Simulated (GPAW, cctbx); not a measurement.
# Li2SnCl6: deformation density and structure factors from DFT

Aim: compute the bonding part of the density of Li2SnCl6, find which reflections carry it, and see how it biases an ordinary refinement.

The start was made by putting kin elements into a known structure type; the compound need not exist, or be stable, in this form. All numbers below are calculated.

### 1. Find the equilibrium geometry

The density hangs on the geometry, so cell and atoms are relaxed first, with the symmetry held. The cutoff is set higher than for the density because stress converges slowly with plane waves.

Settings: GPAW 26.7.0, PBE, 670 eV, 3×3×3 k-points, Fermi–Dirac width 0.05 eV, BFGS to 0.03 eV/Å.

```text
cell
1.0
     0.000000000    4.675000000    4.675000000
     4.675000000    0.000000000    4.675000000
     4.675000000    4.675000000    0.000000000
Sn Cl Li
1 6 2
Direct
0.000000000 0.000000000 0.000000000
0.759900000 0.759900000 0.240100000
0.240100000 0.240100000 0.759900000
0.759900000 0.240100000 0.759900000
0.240100000 0.759900000 0.759900000
0.240100000 0.759900000 0.240100000
0.759900000 0.240100000 0.240100000
0.750000000 0.750000000 0.750000000
0.250000000 0.250000000 0.250000000
```

```console
$ OMP_NUM_THREADS=1 mpirun -n 4 gpaw python run.py > gpaw.log
```

```text
BFGS:    0      -26.770106        3.526962
BFGS:    1      -27.743597        2.074706
BFGS:    2      -28.408764        0.647978
BFGS:    3      -28.461429        0.486011
...
BFGS:    8      -28.721488        0.352929
BFGS:    9      -28.751970        0.109121
BFGS:   10      -28.754382        0.009040
cell  7.0041 7.0041 7.0041  60.00 60.00 60.00
volume 242.960 A^3, largest force 0.004 eV/A, largest stress 0.05 GPa
```

The cell moved far, while the k-mesh and basis were chosen for the start, so the final shape may be somewhat biased.

After 10 steps the volume has changed by +18.9 % and the energy by -1.984 eV; the largest stress left is 0.05 GPa. It took 2.6 min on 4 cores of Intel(R) Xeon(R) Platinum 8375C CPU @ 2.90GHz (Ice Lake) (shared host), peak memory 1.6 GiB.

Relaxed structure: Fm-3m (no. 225), a = 9.9052 Å, b = 9.9052 Å, c = 9.9052 Å, α = 90.00°, β = 90.00°, γ = 90.00°.

```
atom  mult.    x    y       z
 Sn1      4    0    0       0
 Cl1     24    0    0  0.7526
 Li1      8  1/4  1/4     3/4
```

### 2. Density and charge transfer

X-rays see the whole electron density, so the PAW density is rebuilt with its core regions. Subtracting spherical free atoms from the same code cancels the cores and leaves the deformation density Δρ, the part due to bonding.

Settings: PBE, 550 eV, 4×4×4 k-points, Fermi–Dirac width 0.05 eV; primitive cell of 9 atoms.

```console
$ OMP_NUM_THREADS=1 mpirun -n 4 gpaw python run.py > gpaw.log
```

```text
|iter:   1|       0s |  -29.796092 | -0.10 |       |
|iter:   2|       1s |  -29.593231 | -1.60 | -1.13 |
|iter:   3|       3s |  -28.842424 | -1.51 | -1.17 |
...
|iter:   7|       9s |  -28.716824c| -5.05 | -3.14 |
|iter:   8|      11s |  -28.716834c| -6.34 | -3.62 |
|iter:   9|      12s |  -28.716835c| -7.49c| -4.31c|
```

```text
grid (80, 80, 80)  electrons 158.000  moved by bonding 1.769 e
deformation density beyond 0.5 A of the nuclei: max 0.114, min -0.106 e/A^3
atom        x       y       z   Voronoi charge  moment
Sn1    0.0000  0.0000  0.0000      0.471       0.00
Cl2    0.7526  0.7526  0.2474     -0.206       0.00
Cl3    0.2474  0.2474  0.7526     -0.206       0.00
Cl4    0.7526  0.2474  0.7526     -0.206       0.00
Cl5    0.2474  0.7526  0.7526     -0.206       0.00
Cl6    0.2474  0.7526  0.2474     -0.206       0.00
Cl7    0.7526  0.2474  0.2474     -0.206       0.00
Li8    0.7500  0.7500  0.7500      0.382       0.00
Li9    0.2500  0.2500  0.2500      0.382       0.00
mean inner potential of superposed free atoms 9.255 V
total magnetic moment 0.000 muB
```

Deformation density in a plane through the shortest contact of the Sn atom at the origin, in 0.01 e/Å³ (clipped at ±99); x from -1.6 to 4.1 Å, y from 2.4 down to -2.4 Å:

```text
  0   2   5   3   .   .   6   3   1   0  -1  -1   0   0   2   5
  0   1   3   0  -5  -4   3   2   0   0   0   0   0   0   1   2
  0   0   2   6  10   9   4   1   0   0   0   0   0   0   0   0
  0  -1  -1   3   7   5   0  -1   0   1   2   2   1   0   0   0
  3   0  -5  -8  -5  -7  -7  -3   2   3   4   6   3   0   0   0
  7   4  -7  -1   .   4  -7  -1   7   4  -2   .   0  -2  -1  -1
 10   8  -5  11   .   .   0   1  11   2   .   .  -9  -5  -2  -1
  7   4  -7  -1   .   4  -7  -1   7   4  -2   .   0  -2  -1  -1
  3   0  -5  -8  -5  -7  -7  -3   2   3   4   6   3   0   0   0
  0  -1  -1   3   7   5   1  -1   0   1   2   2   1   0   0   0
  0   0   2   6  10   8   4   1   0   0   0   0   0   0   0   0
  0   1   3   0  -5  -4   3   2   0   0   0   0   0   0   1   2
  0   2   5   3   .   .   6   3   1   0  -1  -1   0   0   2   5
```

Atoms in or within 0.15 Å of the plane: Sn (0.0, 0.0), Cl (2.5, 0.0) Å. Dots mark points within about 0.45 Å of a nucleus; large values next to them are atomic features.

Cl gains most (-0.21 e) and Sn loses most (+0.47 e); Cl is the most electronegative element, but the order of the others doesn't follow electronegativity. Such charges fall far short of formal ones, since overlapping free atoms already put density on their neighbours. Along the shortest contact from the Sn atom at the map's origin, Sn–Cl at 2.45 Å, Δρ is +0.08 e/Å³ at the midpoint and highest, +0.11, 1.47 Å from Sn (points within 0.5 Å of a nucleus left out): little sits at the middle, as in a polar contact, whose build-up shifts to the more electronegative atom. Point values carry grid noise of about 0.01 e/Å³. The run needed 9 iterations, 29 s.

### 3. From the density to structure factors

The Fourier components of Δρ, added to those of the free atoms, give the static X-ray structure factors; the Mott–Bethe relation turns them into the Fourier components V of the potential that fast electrons feel.

```text
static structure factors of the conventional cell: F in electrons, V (Mott-Bethe) in volts
   h  k  l      d  |F| table  |F| free   |F| DFT   change   |V| free  |V| DFT  change %
   1  1  1  5.7188   194.516   194.549   194.239   -0.310     1.877    1.925      2.5
   0  2  0  4.9526   289.261   289.328   290.759    1.431     2.631    2.466     -6.3
   0  2  2  3.5020    79.916    79.923    76.943   -2.980     0.476    0.648     36.2
   1  3  1  2.9865   167.274   167.311   166.904   -0.407     1.281    1.298      1.3
   2  2  2  2.8594   153.764   153.990   156.485    2.495     3.000    2.903     -3.2
   0  4  0  2.4763   460.879   461.233   462.472    1.240     4.930    4.894     -0.7
   1  3  3  2.2724   149.064   149.018   148.106   -0.912     0.969    0.991      2.3
   0  4  2  2.2149   231.723   231.893   232.274    0.381     1.848    1.840     -0.5
   2  4  2  2.0219    77.799    77.516    78.162    0.646     0.199    0.187     -6.3
   3  3  3  1.9063   134.888   134.794   133.673   -1.121     0.772    0.792      2.5
   1  5  1  1.9063   156.677   156.629   157.418    0.789     1.012    0.998     -1.3
   0  4  4  1.7510   390.660   391.017   390.458   -0.559     3.476    3.484      0.2
   1  5  3  1.6743   143.236   143.155   143.231    0.075     0.840    0.839     -0.1
   2  4  4  1.6509   202.434   202.572   202.372   -0.199     1.400    1.403      0.2
```

The largest X-ray change is -2.98 e on 022, 3.7 % of |F|. For electrons V goes as (Z − F)/g², so a change of F counts against Z − F, which is small at low angle and wherever the atoms' terms cancel: |V| of 022 moves by +36.2 % (0.48 to 0.65 V) against -3.7 % in |F|. The tabulated Hartree–Fock atoms differ from the free DFT atoms by up to 0.36 e, so the choice of reference atom matters too.

### 4. The functional ladder

The same geometry is run with other functionals, to see whether the bonding signal is larger than the spread between approximations. Free atoms are LDA for LDA and PBE otherwise. Any other changed setting is in the row's label.

| run | ΔF 022 (e) | ΔF 222 (e) | ΔF 020 (e) | q(Cl) (e) | moved (e) | time |
| --- | --- | --- | --- | --- | --- | --- |
| PBE | -2.980 | +2.495 | +1.431 | -0.206 | 1.769 | 29 s |
| LDA | -2.791 | +2.088 | +1.238 | -0.191 | 1.624 | 35 s |
| revPBE | -3.089 | +2.727 | +1.541 | -0.214 | 1.882 | 39 s |

At the base's settings ΔF(022) spans -3.089 to -2.791 e, a spread of 10 % of the PBE value; over the three listed reflections the spread is at most 26 %, so the sign holds and the size hangs on the functional. Times are from shared hosts.

### 5. Refining ordinary atoms against data with bonding

Routine crystallography fits spherical atoms. To see the bias, intensities are simulated from tabulated atoms plus the DFT change ΔF, so that bonding alone can misfit (11190 reflections of the full sphere, merged to the counts below, to 0.45 Å, 1 % proportional noise plus counting noise, assumed isotropic U as listed, Δρ smeared by the mean U) and refined with cctbx over different ranges.

```
                    range  data      R1  GooF  U Sn1 (true 0.0041)  U Cl1 (true 0.0059)  U Li1 (true 0.0086)  largest shift (Å)  Δρ max, min (e/Å³)
                 all data   334  0.0026  1.41               0.0041               0.0059               0.0089             0.0001         0.12, -0.22
 low resolution, d > 0.84    68  0.0034  2.58               0.0041               0.0060               0.0092             0.0001         0.10, -0.09
     high order, d < 0.75   245  0.0022  0.90               0.0041               0.0059               0.0088             0.0001         0.06, -0.09
occupancies free, d > 0.7   106  0.0030  2.14               0.0041               0.0059               0.0081             0.0001         0.12, -0.12
```

With all data GooF is 1.41, so the misfit of spherical atoms stands above the noise; the top residual peak lies 1.03 Å from Cl and 1.42 Å from Sn. No U is off by more than 3 s.u. at low resolution. With Sn1 held at 1 and the scale free, the other occupancies refine to Cl1 1.001(0.002) and Li1 0.979(0.017), within three s.u. of full.

### 6. Answer

Bonding moves 1.77 e in the primitive cell of Li2SnCl6 and changes the structure factors of the conventional cell in the table above by at most 2.98 e (022, 3.7 %). The shortest bond, Sn–Cl, has Δρ = +0.08 e/Å³ at its midpoint, low for a shared bond; with the charge transfer this is a polar contact. At the base's settings ΔF(022) spans -3.089 to -2.791 e, a spread of 10 % of the PBE value; over the three listed reflections the spread is at most 26 %, so the sign holds and the size hangs on the functional. With all data GooF is 1.41, so the misfit of spherical atoms stands above the noise. Limits: static density, frozen cores, no spin–orbit coupling.

[Outputs are excerpts: Python notices, other lines and further rows are left out; steps that failed or that the build refused (PBEsol, TPSS) are not shown.]

[Logs are printed without paths, hosts, clocks, repeated set-up lines and the standing remarks that a program may print on its own settings, such as how far it seeks lower states.]
